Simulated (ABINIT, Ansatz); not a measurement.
Records of electronic-structure calculations.

```xyz
10
Lattice="0.000 4.044 4.044 4.044 0.000 4.044 4.044 4.044 0.000" Properties=species:S:1:pos:R:3 pbc="T T T" subject="K2TaNbO6 (Fm-3m): G0W0 with ABINIT, start to end" method="RPA screening on PBEsol, plane waves, norm-conserving pseudopotentials (and 2 further levels or steps)" program="ABINIT 10.8.3" settings="cutoff 37 Ha, PseudoDojo scalar-relativistic 0.4.1 standard, norm-conserving, ngkpt (2, 2, 2), nband 254, ecuteps 6.5 Ha, inclvkb 2, shiftk (0, 0, 0), symchi 1, awtr 1, frequency ppm, 2×2×2 k-mesh" cost="4 runs, 7.9 min in all on 4 MPI ranks of Intel Xeon Platinum 8488C (Sapphire Rapids), shared host" notes="The program’s warnings: nproc spkpt=  >= nkpt= * nsppol=. The cell and positions are those that the Materials Project relaxed with its own functionals (PBE, PBE+U or r2SCAN), kept fixed. Limits: no spin-orbit coupling. The 2×2×2 mesh is coarse for this cell, which bears on the long-range parts of exchange and screening." pbesol_gap="1.70 eV, direct" g0w0_gap_on_the_mesh="2.80 eV" gw_settings="2×2×2 mesh, 254 bands, screening to 176.9 eV, Godby-Needs plasmon pole" known_limits="short of the basis limit; no spin-orbit coupling; coarse k mesh"
K     2.022    2.022    2.022
K     6.067    6.067    6.067
Ta    4.044    4.044    4.044
Nb    0.000    0.000    0.000
O     2.030    4.044    4.044
O     6.059    4.044    4.044
O     4.044    2.030    4.044
O     4.044    6.059    4.044
O     4.044    4.044    2.030
O     4.044    4.044    6.059
```

[Long decimals in the printed logs are rounded to 6 places.]

[Logs are printed without paths, hosts, clocks, repeated set-up lines and the standing remarks that a program may print on its own settings, such as how far it seeks lower states.]

[Paths, hosts, dates, memory and timing lines, banners, echoed tables and standing remarks are left out of the program output; an Ansatz launch command may be rebuilt from the run's recorded settings. Measured values are a selection of at most five: reports struck by readers or far from the other reports are left out. None is set beside runs whose start may be inverted or whose files or cutoffs have a known fault.]

[Runs of the session that timed out or met a known fault of the program may be left out.]

[Hosts, paths, dates, database ids (printed as entryN), source tags and the programs' standing remarks are cut or masked in the printed files.]

[G0W0 gaps are taken among the corrected bands and points alone; a level outside them can change the order at an edge.]

[Where Ansatz stands beside ABINIT at settings called matched, ABINIT's density can come from a denser mesh and the files from another edition; pairs whose starting gaps differed by over 0.03 eV were left out, so agreement reads better than it is.]
